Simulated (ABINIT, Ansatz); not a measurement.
**Converging GW for CdS (Hawleyite) in ABINIT**

What does each rung of G0W0 on CdS (Hawleyite) cost, and what does it buy?

Method: PBE and many-body steps on it, plane waves, in ABINIT 10.8.3.

### 1. The structure

The structure is cubic, space group F-43m (No. 216). The conventional cell has a = 5.916 Å, b = 5.916 Å, c = 5.916 Å, α = 90.00°, β = 90.00°, γ = 90.00°. Cd has 4 S at 2.56 Å nearest. Nearest to S lie 4 Cd at 2.56 Å. Farther neighbours and most contacts between anions are not listed.

Coordinates:

```cif
data_structure
_symmetry_space_group_name_H-M 'F-43m'
_symmetry_Int_Tables_number 216
_cell_length_a 5.9164
_cell_length_b 5.9164
_cell_length_c 5.9164
_cell_angle_alpha 90.000
_cell_angle_beta 90.000
_cell_angle_gamma 90.000
_cell_volume 207.10
loop_
_atom_site_label
_atom_site_type_symbol
_atom_site_symmetry_multiplicity
_atom_site_Wyckoff_symbol
_atom_site_fract_x
_atom_site_fract_y
_atom_site_fract_z
_atom_site_occupancy
Cd1 Cd 4 a 0.00000 0.00000 0.00000 1
S1 S 4 d 0.25000 0.25000 0.75000 1
```

 The runs that relaxed it are not among those shown.

### 2. Empty states on the mesh, 4×4×4 mesh, 379 bands

This step: ABINIT 10.8.3; DFT, PBE, plane waves, norm-conserving pseudopotentials.

The sums over transitions need many empty states on a uniform mesh; this step solves for them.

run.abi reads:

```
acell 3*1.0 Angstrom
rprim 
  -0.000000000000 2.958200000000 2.958200000000
  2.958200000000 -0.000000000000 2.958200000000
  2.958200000000 2.958200000000 -0.000000000000
ntypat 2
znucl 48 16
natom 2
typat 1 2
xred 
  0.000000000000 0.000000000000 0.000000000000
  0.250000000000 0.250000000000 0.250000000000
pp_dirpath "pseudos"
pseudos "Cd.upf, S.upf"
ecut 47
ngkpt 4 4 4
nshiftk 1
shiftk 0 0 0
kptopt 1
chksymbreak 0
iscf -2
irdden 1
istwfk *1
nband 379
nbdbuf 34
tolwfr 1e-09
nstep 60
prtvol 0
indata_prefix "in"
outdata_prefix "out"
tmpdata_prefix "tmp"
```

The run is started by

```bash
$ OMP_NUM_THREADS=1 mpirun -n 8 abinit run.abi > log
```

Numbers of over 12 decimals in the logs are rounded to 6 here.

Log:

```text
.Version 10.8.3 of ABINIT. v10.8.2 released Aug 2026.

 Symmetries : space group F-4 3 m (#216); Bravais cF (face-center cubic)
[... echo of the input left out ...]
== DATASET  1 ==================================================================
-   mpi_nproc: 8, omp_nthreads: 1 (-1 if OMP is not activated)

--- !DatasetInfo
iteration_state: {dtset: 1, }
dimensions: {natom: 2, nkpt: 8, mband: 379, nsppol: 1, nspinor: 1, nspden: 1, mpw: 5410, }
cutoff_energies: {ecut:  47.0, pawecutdg:  -1.0, }
[...]
7.55904    7.55904    7.55904    7.58087    7.67856    7.67867    7.69642    7.69859
   7.69865    7.69900    7.76709    7.76775    7.77114    7.78450    7.79054    7.79339
   7.81960    7.82771    7.83385
 prteigrs : prtvol=0 or 1, do not print more k-points.

== END DATASET(S) ==============================================================
================================================================================

 -outvars: echo values of variables after computation  --------
            nband         379
             nkpt           8
          spgroup         216
 [... the other variables as echoed above ...]

 Calculation completed.
```

It took 3.3 min on 8 MPI ranks of Intel Xeon Platinum 8488C (Sapphire Rapids), shared host; peak memory 1.1 GiB; 26 min of CPU time.

Numbers from this step:

```yaml
gap: 1.051 eV
k_of_the_valence_top: 0, 0, 0
k_of_the_conduction_bottom: 0, 0, 0
least_direct_gap: 1.051 eV
k_points_computed: 8
lowest_point_of_the_top_converged_band_above_the_valence_top: 190.5673 eV
```

On this mesh the gap is 1.051 eV.

The density comes from a self-consistent run that is not shown.

### 3. Screening, 4×4×4 mesh, 54 bands, screening to 95.2 eV

The RPA dielectric matrix is built and inverted for each q.

This step: RPA screening on PBE, plane waves, norm-conserving pseudopotentials.

Edit run.abi of step 2 so:

```diff
@@ -20,10 +20,11 @@
 chksymbreak 0
-iscf -2
-irdden 1
 istwfk *1
-nband 379
-nbdbuf 34
-tolwfr 1e-09
-nstep 60
-prtvol 0
+occopt 1
+irdwfk 1
+optdriver 3
+nband 54
+ecuteps 3.5
+inclvkb 2
+awtr 1
+symchi 1
 indata_prefix "in"
```

Log:

```text
.Version 10.8.3 of ABINIT. v10.8.2 released Aug 2026.

 Symmetries : space group F-4 3 m (#216); Bravais cF (face-center cubic)
[... echo of the input left out ...]
== DATASET  1 ==================================================================
-   mpi_nproc: 8, omp_nthreads: 1 (-1 if OMP is not activated)

--- !DatasetInfo
iteration_state: {dtset: 1, }
dimensions: {natom: 2, nkpt: 8, mband: 54, nsppol: 1, nspinor: 1, nspden: 1, mpw: 5410, }
cutoff_energies: {ecut:  47.0, pawecutdg:  -1.0, }
electrons: {nelect:   2.60000000E+01, charge:   0.00000000E+00, occopt:   1.00000000E+00, tsmear:   1.00000000E-02, }

 SCREENING: Calculation of the susceptibility and dielectric matrices

 Based on a program developped by R.W. Godby, V. Olevano, G. Onida, and L. Reining.
 Incorporated in ABINIT by V. Olevano, G.-M. Rignanese, and M. Torrent.
.Using double precision arithmetic ; gwpc =  8

[... cell and pseudopotentials left out ...]
--------------------------------------------------------------------------------

 ==== K-mesh for the wavefunctions ====
 Number of points in the irreducible wedge :     8
[... list of points left out ...]
 Together with 24 symmetry operations and time-reversal symmetry
 yields    64 points in the full Brillouin Zone.

 ==== Q-mesh for the screening function ====
 Number of points in the irreducible wedge :     8
[... list of points left out ...]
 Together with 24 symmetry operations and time-reversal symmetry
 yields    64 points in the full Brillouin Zone.

 setmesh: FFT mesh size selected  =    32x   32x   32
          total number of points  =        32768

 vcoul_init : cutoff-mode = AUXILIARY_FUNCTION
 q-points for optical limit:   1
     1)      0.000010    0.000020    0.000030

- screening: taking advantage of time-reversal symmetry
- Maximum band index for partially occupied states nbvw = 13
- Remaining bands to be divided among processors   nbcw = 41
- Number of bands treated by each node ~5

 Number of electrons calculated from density =   26.0000; Expected =   26.0000
 average of density, n =  0.074416
 r_s =    1.4749
 omega_plasma =   26.3140 [eV]

 calculating chi0 at frequencies [eV] :
  1    0.000000E+00    0.000000E+00
  2    0.000000E+00    2.631405E+01

--------------------------------------------------------------------------------
  q-point number  1        q = ( 0.000000, 0.000000, 0.000000) [r.l.u.]
--------------------------------------------------------------------------------
[... chi0 elements left out ...]
 For q-point:  0.000010 0.000020 0.000030
  dielectric constant =  12.1159
  dielectric constant without local fields =  12.8233

  Average fulfillment of the sum rule on Im[epsilon] for q-point    1 :     39.70  [%]
[... wings left out ...]
  q-point number  2        q = ( 0.250000, 0.000000, 0.000000) [r.l.u.]
--------------------------------------------------------------------------------
[... chi0 elements left out ...]
  Average fulfillment of the sum rule on Im[epsilon] for q-point    2 :     54.53  [%]

 [... 6 further q-points ...]
```

Wall time 9.7 s (8 MPI ranks); peak memory 1.5 GiB.

Numbers from this step:

```
ε∞ with local fields, on this mesh, along the program's q direction : 12.12
the same without local fields                                       : 12.82
plasma frequency                                                    : 26.31 eV
plane waves in the screening matrix                                 : 113
```

Local fields lower ε∞ by 6 %. On a Γ-centred mesh this coarse the value itself is usually too large, while a short band sum pulls it down.

### 4. 54 bands, 95.2 eV

The self-energy is evaluated for the states that the input lists, and the levels follow from it, in one-shot runs by the linearised quasiparticle equation.

This step: G0W0 on PBE, plane waves, norm-conserving pseudopotentials.

Edit run.abi of step 3 so:

```diff
@@ -23,8 +23,15 @@
 irdwfk 1
-optdriver 3
+optdriver 4
 nband 54
+gwcalctyp 0
+ecutsigx 47
+symsigma 1
+nkptgw 1
+kptgw 
+  0.0000000000 0.0000000000 0.0000000000
+bdgw 
+  11 17
 ecuteps 3.5
-inclvkb 2
-awtr 1
-symchi 1
+irdscr 1
+ppmodel 1
 indata_prefix "in"
```

Log:

```text
.Version 10.8.3 of ABINIT. v10.8.2 released Aug 2026.

 Symmetries : space group F-4 3 m (#216); Bravais cF (face-center cubic)
[... echo of the input left out ...]
== DATASET  1 ==================================================================
-   mpi_nproc: 8, omp_nthreads: 1 (-1 if OMP is not activated)

--- !DatasetInfo
iteration_state: {dtset: 1, }
dimensions: {natom: 2, nkpt: 8, mband: 54, nsppol: 1, nspinor: 1, nspden: 1, mpw: 5410, }
cutoff_energies: {ecut:  47.0, pawecutdg:  -1.0, }
electrons: {nelect:   2.60000000E+01, charge:   0.00000000E+00, occopt:   1.00000000E+00, tsmear:   1.00000000E-02, }

 SIGMA: Calculation of the GW corrections

 Based on a program developped by R.W. Godby, V. Olevano, G. Onida, and L. Reining.
 Incorporated in ABINIT by V. Olevano, G.-M. Rignanese, and M. Torrent.
.Using double precision arithmetic ; gwpc =  8

[... cell and pseudopotentials left out ...]
--------------------------------------------------------------------------------

 ==== K-mesh for the wavefunctions ====
 Number of points in the irreducible wedge :     8
[... list of points left out ...]
 Together with 24 symmetry operations and time-reversal symmetry
 yields    64 points in the full Brillouin Zone.

 ==== Q-mesh for screening function ====
 Number of points in the irreducible wedge :     8
[... list of points left out ...]
 Together with 24 symmetry operations and time-reversal symmetry
 yields    64 points in the full Brillouin Zone.

 vcoul_init : cutoff-mode = AUXILIARY_FUNCTION
 q-points for optical limit:   1
     1)      0.000010    0.000020    0.000030
 setmesh: FFT mesh size selected  =    50x   50x   50
          total number of points  =       125000

 Number of electrons calculated from density =   26.0000; Expected =   26.0000
 average of density, n =  0.074416
 r_s =    1.4749
 omega_plasma =   26.3140 [eV]

 === KS Band Gaps ===
  >>>> For spin  1
   Minimum direct gap =   1.0517 [eV], located at k-point      :   0.0000  0.0000  0.0000
   Fundamental gap    =   1.0517 [eV], Top of valence bands at :   0.0000  0.0000  0.0000
                                       Bottom of conduction at :   0.0000  0.0000  0.0000
 SIGMA fundamental parameters:
 PLASMON POLE MODEL  1
 number of plane-waves for SigmaX                 5329
 number of plane-waves for SigmaC and W            113
 number of plane-waves for wavefunctions          5329
 number of bands                                    54
 number of independent spin polarizations            1
 number of spinorial components                      1
 number of k-points in IBZ                           8
 number of q-points in IBZ                           8
 number of symmetry operations                      24
 number of k-points in BZ                           64
 number of q-points in BZ                           64
 number of frequencies for dSigma/dE                 9
 frequency step for dSigma/dE [eV]                0.25
 number of omega for Sigma on real axis              0
 max omega for Sigma on real axis  [eV]           0.00
 zcut for avoiding poles [eV]                     0.10

 EPSILON^-1 parameters (SCR file):
 dimension of the eps^-1 matrix on file            113
 dimension of the eps^-1 matrix used               113
 number of plane-waves for wavefunctions          5329
 number of bands                                    54
 number of q-points in IBZ                           8
 number of frequencies                               2
 number of real frequencies                          1
 number of imag frequencies                          1

 matrix elements of self-energy operator (all in [eV])

 Perturbative Calculation

--- !SelfEnergy_ee
iteration_state: {dtset: 1, }
kpoint     : [   0.000,    0.000,    0.000, ]
spin       : 1
KS_gap     :    1.052
QP_gap     :    1.913
Delta_QP_KS:    0.861
data: !SigmaeeData |
     Band     E0 <VxcDFT>   SigX SigC(E0)      Z dSigC/dE  Sig(E)    E-E0       E
       11   3.886 -15.122 -18.135   2.525   0.779  -0.284 -15.502  -0.380   3.505
       12   3.886 -15.122 -18.135   2.525   0.779  -0.284 -15.502  -0.380   3.505
       13   3.886 -15.122 -18.135   2.525   0.779  -0.284 -15.502  -0.380   3.505
       14   4.937 -10.572  -6.678  -3.301   0.811  -0.233 -10.092   0.481   5.418
       15  10.422 -10.464  -5.655  -3.921   0.808  -0.238  -9.746   0.717  11.139
       16  10.422 -10.464  -5.655  -3.921   0.808  -0.238  -9.746   0.717  11.139
       17  10.422 -10.464  -5.655  -3.921   0.808  -0.238  -9.746   0.717  11.139

== END DATASET(S) ==============================================================
================================================================================

 -outvars: echo values of variables after computation  --------
           etotal      0.0000000000E+00
            nband          54
             nkpt           8
          spgroup         216
 [... the other variables as echoed above ...]

 Calculation completed.
```

Elapsed: 3.5 s, on 8 MPI ranks; peak memory 1.1 GiB.

This step gave:

| Item | Value |
| --- | --- |
| G0W0 gap on the points computed | 1.913 eV |
| starting gap on the mesh | 1.051 eV |
| k of the valence top | 0, 0, 0 |
| k of the conduction bottom | 0, 0, 0 |
| Z at the valence top | 0.779 |
| Z at the conduction bottom | 0.811 |
| least direct G0W0 gap on the computed points | 1.913 eV |

The gap on the mesh goes from 1.05 eV to 1.91 eV, a correction of +0.86 eV.

### 5. Screening, 4×4×4 mesh, 148 bands, screening to 176.9 eV

This step: RPA screening on PBE, plane waves, norm-conserving pseudopotentials.

Edit run.abi of step 4 so:

```diff
@@ -23,15 +23,8 @@
 irdwfk 1
-optdriver 4
-nband 54
-gwcalctyp 0
-ecutsigx 47
-symsigma 1
-nkptgw 1
-kptgw 
-  0.0000000000 0.0000000000 0.0000000000
-bdgw 
-  11 17
-ecuteps 3.5
-irdscr 1
-ppmodel 1
+optdriver 3
+nband 148
+ecuteps 6.5
+inclvkb 2
+awtr 1
+symchi 1
 indata_prefix "in"
```

Log:

```text
.Version 10.8.3 of ABINIT. v10.8.2 released Aug 2026.

 Symmetries : space group F-4 3 m (#216); Bravais cF (face-center cubic)
[... echo of the input left out ...]
== DATASET  1 ==================================================================
-   mpi_nproc: 8, omp_nthreads: 1 (-1 if OMP is not activated)

--- !DatasetInfo
iteration_state: {dtset: 1, }
dimensions: {natom: 2, nkpt: 8, mband: 148, nsppol: 1, nspinor: 1, nspden: 1, mpw: 5410, }
cutoff_energies: {ecut:  47.0, pawecutdg:  -1.0, }
electrons: {nelect:   2.60000000E+01, charge:   0.00000000E+00, occopt:   1.00000000E+00, tsmear:   1.00000000E-02, }

 SCREENING: Calculation of the susceptibility and dielectric matrices

 Based on a program developped by R.W. Godby, V. Olevano, G. Onida, and L. Reining.
 Incorporated in ABINIT by V. Olevano, G.-M. Rignanese, and M. Torrent.
.Using double precision arithmetic ; gwpc =  8

[... cell and pseudopotentials left out ...]
--------------------------------------------------------------------------------

 ==== K-mesh for the wavefunctions ====
 Number of points in the irreducible wedge :     8
[... list of points left out ...]
 Together with 24 symmetry operations and time-reversal symmetry
 yields    64 points in the full Brillouin Zone.

 ==== Q-mesh for the screening function ====
 Number of points in the irreducible wedge :     8
[... list of points left out ...]
 Together with 24 symmetry operations and time-reversal symmetry
 yields    64 points in the full Brillouin Zone.

 setmesh: FFT mesh size selected  =    36x   36x   36
          total number of points  =        46656

 vcoul_init : cutoff-mode = AUXILIARY_FUNCTION
 q-points for optical limit:   1
     1)      0.000010    0.000020    0.000030

- screening: taking advantage of time-reversal symmetry
- Maximum band index for partially occupied states nbvw = 13
- Remaining bands to be divided among processors   nbcw = 135
- Number of bands treated by each node ~16

 Number of electrons calculated from density =   26.0000; Expected =   26.0000
 average of density, n =  0.074416
 r_s =    1.4749
 omega_plasma =   26.3140 [eV]

 calculating chi0 at frequencies [eV] :
  1    0.000000E+00    0.000000E+00
  2    0.000000E+00    2.631405E+01

--------------------------------------------------------------------------------
  q-point number  1        q = ( 0.000000, 0.000000, 0.000000) [r.l.u.]
--------------------------------------------------------------------------------
[... chi0 elements left out ...]
 For q-point:  0.000010 0.000020 0.000030
  dielectric constant =  12.1274
  dielectric constant without local fields =  12.8600

  Average fulfillment of the sum rule on Im[epsilon] for q-point    1 :     72.18  [%]
[... wings left out ...]
  q-point number  2        q = ( 0.250000, 0.000000, 0.000000) [r.l.u.]
--------------------------------------------------------------------------------
[... chi0 elements left out ...]
  Average fulfillment of the sum rule on Im[epsilon] for q-point    2 :     82.25  [%]

 [... 6 further q-points ...]
```

It took 42 s on 8 MPI ranks; peak memory 2.4 GiB; 5.5 min of CPU time.

This step gave:

| Property | Result |
| --- | --- |
| ε∞ with local fields, on this mesh, along the program's q direction | 12.13 |
| the same without local fields | 12.86 |
| plasma frequency | 26.31 eV |
| plane waves in the screening matrix | 283 |

[end of part 1 of 2]

[Paths, hosts, dates, memory and timing lines, banners, echoed tables and standing remarks are left out of the program output.]

[Logs are printed without paths, hosts, clocks, repeated set-up lines and the standing remarks that a program may print on its own settings, such as how far it seeks lower states.]

[Runs of the session that timed out or met a known fault of the program may be left out.]

[No measured gap is set beside runs whose start may be inverted or whose files or cutoffs have a known fault.]

[Hosts, paths, dates, database ids (printed as entryN), source tags and the programs' standing remarks are cut or masked in the printed files.]

[G0W0 gaps are taken among the corrected bands and points alone; a level outside them can change the order at an edge.]

[Where Ansatz stands beside ABINIT at settings called matched, ABINIT's density can come from a denser mesh and the files from another edition; pairs whose starting gaps differed by over 0.03 eV were left out, so agreement reads better than it is.]
